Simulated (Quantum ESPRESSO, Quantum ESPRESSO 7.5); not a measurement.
## 1T-PtSe2, 1 layer, stepped through biaxial strain

Wanted: a table for 1T-PtSe2, 1 layer against biaxial strain, and what can be fitted to it.

Method: plane-wave DFT, PBE, GBRV ultrasoft pseudopotentials, in Quantum ESPRESSO 7.5.

Report form: the programs' logs are mostly left out.

## (1) Starting point

The cell holds 3 atoms: 2 Se and 1 Pt. Its edges and angles: a = 3.750 Å, b = 3.750 Å, c = 17.268 Å, α = 90.0°, β = 90.0°, γ = 120.0°. It derives from PtSe2. Vacuum lies along c.

Structure file:

```cif
data_structure
_symmetry_space_group_name_H-M 'P 1'
_symmetry_Int_Tables_number 1
_cell_length_a 3.7500
_cell_length_b 3.7500
_cell_length_c 17.2677
_cell_angle_alpha 90.000
_cell_angle_beta 90.000
_cell_angle_gamma 120.000
_cell_volume 210.29
loop_
_atom_site_label
_atom_site_type_symbol
_atom_site_fract_x
_atom_site_fract_y
_atom_site_fract_z
_atom_site_occupancy
Se1 Se 0.66667 0.33333 0.43434 1
Pt2 Pt 0.00000 0.00000 0.50000 1
Se3 Se 0.33333 0.66667 0.56566 1
```

Set-up: Cell and atoms are first relaxed; each strained cell is then held and the atoms relax in it. A periodic run with 15 Å of vacuum in the starting cell gives the vacuum levels, and bands follow along a path.

Members -2, -1, 0, 1 and 2 took the same steps and show in the table alone.

## (2) Relaxing cell and ions of the reference

What the set-up leaves free in this member is relaxed.

Input file ref.relax.in:

```
&control
  prefix = 'ref.relax'
  outdir = './out'
  pseudo_dir = './pseudo'
  nstep = 80
  forc_conv_thr = 0.0004
  calculation = 'vc-relax'
  etot_conv_thr = 1e-06
/
&system
  ibrav = 0
  nat = 3
  ntyp = 2
  ecutwfc = 50
  ecutrho = 250
  occupations = 'smearing'
  smearing = 'fd'
  degauss = 0.004
/
&electrons
  conv_thr = 1e-09
  mixing_beta = 0.4
  electron_maxstep = 120
  mixing_mode = 'plain'
/
&ions
/
&cell
  cell_dofree = '2Dxy'
  press_conv_thr = 0.3
/
ATOMIC_SPECIES
  Se  78.9710  se_pbe_v1.uspp.F.UPF
  Pt  195.0840  pt_pbe_v1.4.uspp.F.UPF
CELL_PARAMETERS angstrom
  3.75000000000000 0.00000000000000 0.00000000000000
  -1.87500000000000 3.24759526419164 0.00000000000000
  0.00000000000000 0.00000000000000 17.26771779549397
ATOMIC_POSITIONS crystal
  Se  0.666666666700 0.333333333300 0.434336493613
  Pt  0.000000000000 0.000000000000 0.500000000000
  Se  0.333333333300 0.666666666700 0.565663506387
K_POINTS automatic
  12 12 1 0 0 0
```

On the command line:

```
$ OMP_NUM_THREADS=1 mpirun -n 4 pw.x -nk 4 -in ref.relax.in > ref.relax.out
```

The job ended after 3.7 min (4 MPI ranks of Intel Xeon Platinum 8559C (Emerald Rapids), shared host; peak memory 0.75 GiB).

Relaxation path:

```
step  energy less that of the first step (eV)  largest force (eV/Å)  volume (Å³)
   1                                   0.0000                2.1821       210.29
   2                                  -0.2070                1.3640       213.03
   3                                  -0.3190                0.5957       215.46
   4                                  -0.3432                0.1488       216.48
   5                                  -0.3462                0.0656       216.18
   6                                  -0.3503                0.0003       215.37
   7                                  -0.3558                0.0571       213.80
   8                                  -0.3606                0.0795       211.44
   9                                  -0.3621                0.0452       209.85
  10                                  -0.3623                0.0152       209.72
  11                                  -0.3623                0.0004       209.78
  12                                  -0.3623                0.0000       209.80
  13                                  -0.3622                0.0000       209.80
```

```
cell as run  before  after  change
      a (Å)   3.750  3.746  -0.1 %
      b (Å)   3.750  3.746  -0.1 %
```

The atoms that moved most (Å, along periodic axes as changes of fractional coordinates times the final cell, across vacuum about the mean position):

```
atom     dx     dy      dz  length
 Se1  0.000  0.000  -0.174   0.174
 Se3  0.000  0.000   0.174   0.174
```

The relaxed structure:

```xyz
3
Lattice="3.7455 0.0000 0.0000 -1.8728 3.2437 0.0000 0.0000 0.0000 17.2677" Properties=species:S:1:pos:R:3
Se    1.8728    1.0812    7.3256
Pt    0.0000    0.0000    8.6339
Se    0.0000    2.1625    9.9421
```

 The last row is no step: it is a fresh SCF in the final cell with a new plane-wave basis, +0 meV from the row before.

Numbers from this step:

- free energy: -4054.3285 eV
- Fermi energy: -0.4149 eV

## (3) Relaxation with pw.x, -4 %

Input file m0.relax.in:

```
&control
  prefix = 'm0.relax'
  outdir = './out'
  pseudo_dir = './pseudo'
  nstep = 40
  forc_conv_thr = 0.0003
  calculation = 'relax'
  tstress = .true.
/
&system
  ibrav = 0
  nat = 3
  ntyp = 2
  ecutwfc = 50
  ecutrho = 250
  occupations = 'smearing'
  smearing = 'fd'
  degauss = 0.002
/
&electrons
  conv_thr = 1e-09
  mixing_beta = 0.4
  electron_maxstep = 120
  mixing_mode = 'plain'
/
&ions
/
ATOMIC_SPECIES
  Se  78.9710  se_pbe_v1.uspp.F.UPF
  Pt  195.0840  pt_pbe_v1.4.uspp.F.UPF
CELL_PARAMETERS angstrom
  3.59572344384000 0.00000000000000 0.00000000000000
  -1.79786172192000 3.11398784736000 0.00000000000000
  0.00000000000000 0.00000000000000 17.26771779500000
ATOMIC_POSITIONS crystal
  Se  0.666666666700 0.333333333300 0.424236160800
  Pt  0.000000000000 0.000000000000 0.500000000000
  Se  0.333333333300 0.666666666700 0.575763839200
K_POINTS automatic
  12 12 1 0 0 0
```

On the command line:

```
$ OMP_NUM_THREADS=1 mpirun -n 4 pw.x -nk 4 -in m0.relax.in > m0.relax.out
```

The job ended after 76 s (4 MPI ranks; peak memory 0.66 GiB).

Step by step:

```
step  energy less that of the first step (eV)  largest force (eV/Å)
   1                                   0.0000                1.1489
   2                                  -0.0464                0.8173
   3                                  -0.0798                0.4687
   4                                  -0.0970                0.0272
   5                                  -0.0970                0.0010
```

The atoms that moved most (Å):

```
atom     dx     dy      dz  length
 Se3  0.000  0.000   0.087   0.087
 Se1  0.000  0.000  -0.087   0.087
```

Final coordinates:

```xyz
3
Lattice="3.5957 0.0000 0.0000 -1.7979 3.1140 0.0000 0.0000 0.0000 17.2677" Properties=species:S:1:pos:R:3
Se    1.7979    1.0380    7.2388
Pt    0.0000    0.0000    8.6339
Se    0.0000    2.0760   10.0289
```

The relaxation lowers the energy by 32 meV an atom.

Read from the output:

| Item | Value |
| --- | --- |
| free energy | -4054.2115 eV |
| Fermi energy | 0.1728 eV |

## (4) Ground state, -4 %

The self-consistent run of this member.

Input file m0.scf.in:

```
&control
  prefix = 'm0.scf'
  outdir = './out'
  pseudo_dir = './pseudo'
  calculation = 'scf'
  tprnfor = .true.
/
&system
  ibrav = 0
  nat = 3
  ntyp = 2
  ecutwfc = 40
  ecutrho = 200
  occupations = 'smearing'
  smearing = 'fd'
  degauss = 0.002
  nbnd = 18
/
&electrons
  conv_thr = 1e-09
  mixing_beta = 0.4
  electron_maxstep = 120
  mixing_mode = 'plain'
/
ATOMIC_SPECIES
  Se  78.9710  se_pbe_v1.uspp.F.UPF
  Pt  195.0840  pt_pbe_v1.4.uspp.F.UPF
CELL_PARAMETERS angstrom
  3.59572344384000 0.00000000000000 0.00000000000000
  -1.79786172192000 3.11398784736000 0.00000000000000
  0.00000000000000 0.00000000000000 17.26771779500000
ATOMIC_POSITIONS crystal
  Se  0.666666666700 0.333333333300 0.419210753400
  Pt  0.000000000000 0.000000000000 0.500000000000
  Se  0.333333333300 0.666666666700 0.580789246600
K_POINTS automatic
  12 12 1 0 0 0
```

On the command line:

```
$ OMP_NUM_THREADS=1 mpirun -n 4 pw.x -nk 4 -in m0.scf.in > m0.scf.out
```

It took 16 s on 4 MPI ranks; peak memory 0.45 GiB.

This step gave:

```
free energy                          : -4054.1902 eV
Fermi energy                         : 0.1733 eV
valence top, on the run's zero       : -0.4057 eV
conduction bottom, on the run's zero : 0.7205 eV
gap by band count                    : 1.126 eV
```

## (5) Potential by pp.x, -4 %

plot_num = 11 writes the bare and Hartree potential, from which vacuum levels or, in a crystal, the mean potential are read.

Input file m0.pot.in:

```
&inputpp
  prefix = 'm0.scf'
  outdir = './out'
  filplot = 'm0.pot.dat'
  plot_num = 11
/
```

On the command line:

```
$ OMP_NUM_THREADS=1 mpirun -n 4 pp.x -in m0.pot.in > m0.pot.out
```

Wall time 1.5 s (4 MPI ranks); peak memory 0.09 GiB; 5.3 s of CPU time.

Numbers from this step:

```
slope of the potential above                                          : 8.84e-5 eV/Å
upper vacuum line continued to the top atoms, over the valence top    : 5.358 eV
slope of the potential below                                          : -1.06e-4 eV/Å
lower vacuum line continued to the bottom atoms, over the valence top : 5.358 eV
vacuum level at the upper face over the valence top of the mesh       : 5.359 eV
vacuum level at the lower face over the valence top of the mesh       : 5.359 eV
```

Electrostatic potential energy of an electron; zero at the highest filled level of the SCF mesh. Table of potential energy, planar mean by z:

```
z (Å)  potential energy, planar mean (eV)
    0                                5.36
    1                                5.36
    2                                5.36
    3                                5.36
    4                                5.35
    5                                5.29
    6                                4.14
    7                               -10.6
    8                               -7.82
    9                               -11.6
   10                               -13.2
   11                                2.68
   12                                5.21
   13                                5.35
   14                                5.36
   15                                5.36
   16                                5.36
   17                                5.36
```

## (6) Band structure, -4 %

Bands along a path place the edges.

m0.bands.in, as its differences from the input of step 4:

```diff
@@ -1,7 +1,6 @@
 &control
-  prefix = 'm0.scf'
+  prefix = 'm0.bands'
   outdir = './out'
   pseudo_dir = './pseudo'
-  calculation = 'scf'
-  tprnfor = .true.
+  calculation = 'bands'
 /
@@ -16,6 +15,6 @@
   degauss = 0.002
-  nbnd = 18
+  nbnd = 20
 /
 &electrons
-  conv_thr = 1e-09
+  conv_thr = 1e-07
   mixing_beta = 0.4
@@ -35,3 +34,7 @@
   Se  0.333333333300 0.666666666700 0.580789246600
-K_POINTS automatic
-  12 12 1 0 0 0
+K_POINTS crystal_b
+4
+  0.0000000000 0.0000000000 0.0000000000 12
+  0.5000000000 0.0000000000 0.0000000000 12
+  0.3333333333 0.3333333333 0.0000000000 12
+  0.0000000000 0.0000000000 0.0000000000 1
```

On the command line:

```
$ cp -r out/m0.scf.save out/m0.bands.save
$ cp out/m0.scf.xml out/m0.bands.xml
$ OMP_NUM_THREADS=1 mpirun -n 4 pw.x -nk 4 -in m0.bands.in > m0.bands.out
```

Wall time 23 s (4 MPI ranks); peak memory 0.35 GiB.

Read from the output:

- valence top, on the run's zero: -0.4056 eV
- conduction bottom, on the run's zero: 0.7207 eV

Band numbers count within the set of bands kept for display. Electronic bands along the path, in eV, zero at the highest filled level of the SCF mesh; v1 is the highest filled band, c1 the lowest empty one:

```
  point     v4     v3     v2     v1    c1    c2    c3    c4
      Γ  -1.77  -1.18  -0.01  -0.01  2.84  2.84  4.23  4.96
halfway  -2.60  -0.96  -0.66  -0.34  1.19  2.38  5.40  5.57
      M  -2.43  -2.02  -1.93  -1.77  2.31  2.50  4.38  5.86
halfway  -2.66  -2.47  -1.50  -1.15  1.61  2.11  5.18  6.90
      K  -2.80  -2.69  -1.15  -1.15  1.53  1.53  5.63  7.77
halfway  -2.52  -1.24  -0.85  -0.36  1.42  1.76  5.81  6.02
      Γ  -1.77  -1.18  -0.01  -0.01  2.84  2.84  4.23  4.96
```

Along this path the valence top lies near Γ and the conduction bottom between K and Γ.

## (7) Relaxing the ions, -3 %

Input file m1.relax.in:

```
&control
  prefix = 'm1.relax'
  outdir = './out'
  pseudo_dir = './pseudo'
  nstep = 40
  forc_conv_thr = 0.0003
  calculation = 'relax'
  tstress = .true.
/
&system
  ibrav = 0
  nat = 3
  ntyp = 2
  ecutwfc = 50
  ecutrho = 250
  occupations = 'smearing'
  smearing = 'fd'
  degauss = 0.002
/
&electrons
  conv_thr = 1e-09
  mixing_beta = 0.4
  electron_maxstep = 120
  mixing_mode = 'plain'
/
&ions
/
ATOMIC_SPECIES
  Se  78.9710  se_pbe_v1.uspp.F.UPF
  Pt  195.0840  pt_pbe_v1.4.uspp.F.UPF
CELL_PARAMETERS angstrom
  3.63317889638000 0.00000000000000 0.00000000000000
  -1.81658944819000 3.14642522077000 0.00000000000000
  0.00000000000000 0.00000000000000 17.26771779500000
ATOMIC_POSITIONS crystal
  Se  0.666666666700 0.333333333300 0.424236160800
  Pt  0.000000000000 0.000000000000 0.500000000000
  Se  0.333333333300 0.666666666700 0.575763839200
K_POINTS automatic
  12 12 1 0 0 0
```

On the command line:

```
$ OMP_NUM_THREADS=1 mpirun -n 4 pw.x -nk 4 -in m1.relax.in > m1.relax.out
```

The job ended after 73 s (4 MPI ranks; peak memory 0.69 GiB).

Step by step:

```
step  energy less that of the first step (eV)  largest force (eV/Å)
   1                                   0.0000                0.8188
   2                                  -0.0238                0.5949
   3                                  -0.0414                0.3563
   4                                  -0.0516                0.0153
   5                                  -0.0516                0.0004
```

The atoms that moved most (Å):

```
atom     dx     dy      dz  length
 Se3  0.000  0.000   0.064   0.064
 Se1  0.000  0.000  -0.064   0.064
```

The relaxed structure:

```
CELL_PARAMETERS angstrom
3.63318 0.00000 0.00000
-1.81659 3.14643 0.00000
0.00000 0.00000 17.26772
ATOMIC_POSITIONS crystal
Se 0.66667 0.33333 0.42051
Pt 0.00000 0.00000 0.50000
Se 0.33333 0.66667 0.57949
```

The relaxation lowers the energy by 17 meV an atom.

This step gave:

```
free energy  : -4054.2629 eV
Fermi energy : -0.0015 eV
```

## (8) Ground state, -3 %

Input file m1.scf.in:

```
&control
  prefix = 'm1.scf'
  outdir = './out'
  pseudo_dir = './pseudo'
  calculation = 'scf'
  tprnfor = .true.
/
&system
  ibrav = 0
  nat = 3
  ntyp = 2
  ecutwfc = 40
  ecutrho = 200
  occupations = 'smearing'
  smearing = 'fd'
  degauss = 0.002
  nbnd = 18
/
&electrons
  conv_thr = 1e-09
  mixing_beta = 0.4
  electron_maxstep = 120
  mixing_mode = 'plain'
/
ATOMIC_SPECIES
  Se  78.9710  se_pbe_v1.uspp.F.UPF
  Pt  195.0840  pt_pbe_v1.4.uspp.F.UPF
CELL_PARAMETERS angstrom
  3.63317889638000 0.00000000000000 0.00000000000000
  -1.81658944819000 3.14642522077000 0.00000000000000
  0.00000000000000 0.00000000000000 17.26771779500000
ATOMIC_POSITIONS crystal
  Se  0.666666666700 0.333333333300 0.420511461800
  Pt  0.000000000000 0.000000000000 0.500000000000
  Se  0.333333333300 0.666666666700 0.579488538200
K_POINTS automatic
  12 12 1 0 0 0
```

On the command line:

```
$ OMP_NUM_THREADS=1 mpirun -n 4 pw.x -nk 4 -in m1.scf.in > m1.scf.out
```

The job ended after 14 s (4 MPI ranks; peak memory 0.42 GiB; 57 s of CPU time).

Read from the output:

- free energy: -4054.2416 eV
- Fermi energy: -5.00e-4 eV
- valence top, on the run's zero: -0.6049 eV
- conduction bottom, on the run's zero: 0.6441 eV
- gap by band count: 1.249 eV

## (9) Relaxing the ions, 3 %

Input file m7.relax.in:

```
&control
  prefix = 'm7.relax'
  outdir = './out'
  pseudo_dir = './pseudo'
  nstep = 40
  forc_conv_thr = 0.0003
  calculation = 'relax'
  tstress = .true.
/
&system
  ibrav = 0
  nat = 3
  ntyp = 2
  ecutwfc = 50
  ecutrho = 250
  occupations = 'smearing'
  smearing = 'fd'
  degauss = 0.002
/
&electrons
  conv_thr = 1e-09
  mixing_beta = 0.4
  electron_maxstep = 120
  mixing_mode = 'plain'
/
&ions
/
ATOMIC_SPECIES
  Se  78.9710  se_pbe_v1.uspp.F.UPF
  Pt  195.0840  pt_pbe_v1.4.uspp.F.UPF
CELL_PARAMETERS angstrom
  3.85791161162000 0.00000000000000 0.00000000000000
  -1.92895580581000 3.34104946123000 0.00000000000000
  0.00000000000000 0.00000000000000 17.26771779500000
ATOMIC_POSITIONS crystal
  Se  0.666666666700 0.333333333300 0.424236160800
  Pt  0.000000000000 0.000000000000 0.500000000000
  Se  0.333333333300 0.666666666700 0.575763839200
K_POINTS automatic
  12 12 1 0 0 0
```

On the command line:

```
$ OMP_NUM_THREADS=1 mpirun -n 4 pw.x -nk 4 -in m7.relax.in > m7.relax.out
```

It took 1.9 min on 4 MPI ranks; peak memory 0.72 GiB.

Relaxation path:

```
step  energy less that of the first step (eV)  largest force (eV/Å)
   1                                   0.0000                0.6047
   2                                  -0.0136                0.4856
   3                                  -0.0250                0.3518
   4                                  -0.0353                0.1458
   5                                  -0.0374                0.0037
   6                                  -0.0374                0.0000
```

The atoms that moved most (Å):

```
atom     dx     dy      dz  length
 Se1  0.000  0.000   0.061   0.061
 Se3  0.000  0.000  -0.061   0.061
```

The relaxed structure:

```xyz
3
Lattice="3.8579 0.0000 0.0000 -1.9290 3.3410 0.0000 0.0000 0.0000 17.2677" Properties=species:S:1:pos:R:3
Se    1.9290    1.1137    7.3864
Pt    0.0000    0.0000    8.6339
Se    0.0000    2.2274    9.8813
```

The relaxation lowers the energy by 12 meV an atom.

Read from the output:

```
free energy  : -4054.2693 eV
Fermi energy : -0.7431 eV
```

(Continued in part 2 of 2.)

[Logs are printed without paths, hosts, clocks, repeated set-up lines and the standing remarks that a program may print on its own settings, such as how far it seeks lower states.]

[Hosts, paths, dates, database ids (printed as entryN), source tags and the programs' standing remarks are cut or masked in the printed files.]

[Maps of the electrostatic potential energy from Ansatz leave out the sawtooth potential of an applied field or a dipole correction, so their vacuum need not be flat; planar profiles and work functions include it.]
